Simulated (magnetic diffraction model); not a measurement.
# TbLu2Cu4Sn4: what an assumed order does to the neutron pattern

Space group P-1 (no. 2), a = 4.3840 Å, b = 6.9870 Å, c = 8.3089 Å, α = 114.06°, β = 104.94°, γ = 90.37°.

| site | atom | x | y | z |
| --- | --- | --- | --- | --- |
| 2i | Lu | 0.1303 | 0.6344 | 0.2613 |
| 1a | Tb | 0 | 0 | 0 |
| 2i | Sn | 0.2275 | 0.2191 | 0.4351 |
| 2i | Sn | 0.5091 | 0.7054 | 0.0066 |
| 2i | Cu | 0.3268 | 0.6430 | 0.6579 |
| 2i | Cu | 0.6603 | 0.9794 | 0.3313 |

The compound is invented for this exercise: a known structure type with other elements, its cell scaled to their sizes and not relaxed.

Only Tb is taken to order (form factors of Tb3+); orders and moment sizes are assumed, and not adapted to the symmetry. Radiation: neutrons of λ = 2.36 Å, 5° to 45°; isotropic B of 0.33 Å² (Lu), 0.27 Å² (Tb), 0.28 Å² (Sn) and 0.47 Å² (Cu). Simulated constant-wavelength pattern: nuclear and magnetic terms add, the magnetic one as |2.695 fm × Σ f S⊥ exp(2πi Q·r) exp(−B s²)|², summed over all Q at one angle with the factor 1/(sin²θ cos θ). For collinear order S is the moment m, which repeats by lattice and centring translations R with the sign exp(−2πi k·R). Free-ion form factors, Sears's scattering lengths of 1992, no absorption; a label names one of the reflections at its angle. The strongest nuclear line in the range is 100, and lines under 0.2 are left out.

Assume the order k = (0 0 0), collinear moments along [101], 5.4 μB on Tb.

Predict the pattern, nuclear and magnetic parts apart.

```csv
2θ (°),index,nuclear,magnetic
18.68,(0 0 1),100.0,65.0
21.49,(0 1 0),6.2,203.7
21.71,(0 1 -1),4.7,86.7
32.62,(1 0 0),35.8,63.0
32.69,(1 0 -1),21.4,84.0
34.25,(0 1 1),1.3,58.4
34.68,(0 1 -2),18.7,7.2
36.94,(1 -1 0),3.6,51.6
37.17,(1 1 -1),2.6,63.6
37.88,(0 0 2),0.0,14.6
39.49,(0 2 -1),2.2,45.9
41.64,(-1 1 1),16.2,49.5
41.73,(1 1 0),7.3,41.5
41.77,(1 -1 1),18.3,18.1
42.09,(1 1 -2),15.3,40.8
42.47,(1 0 1),17.9,18.4
42.64,(1 0 -2),12.4,39.8
43.79,(0 2 0),6.7,44.2
44.25,(0 2 -2),3.3,18.8
```

The strongest magnetic line in the range is (0 1 0) at 21.49° (203.7). On top of the Lorentz factor, which all lines share, magnetic lines fade with angle because f falls: for Tb3+ it is 0.95, 0.82, 0.66 and 0.36 at sin θ/λ = 0.1, 0.2, 0.3 and 0.5 Å⁻¹, while nuclear lengths stay constant. The net moment is 5.40 μB a primitive cell.

[Logs are printed without paths, hosts, clocks, repeated set-up lines and the standing remarks that a program may print on its own settings, such as how far it seeks lower states.]
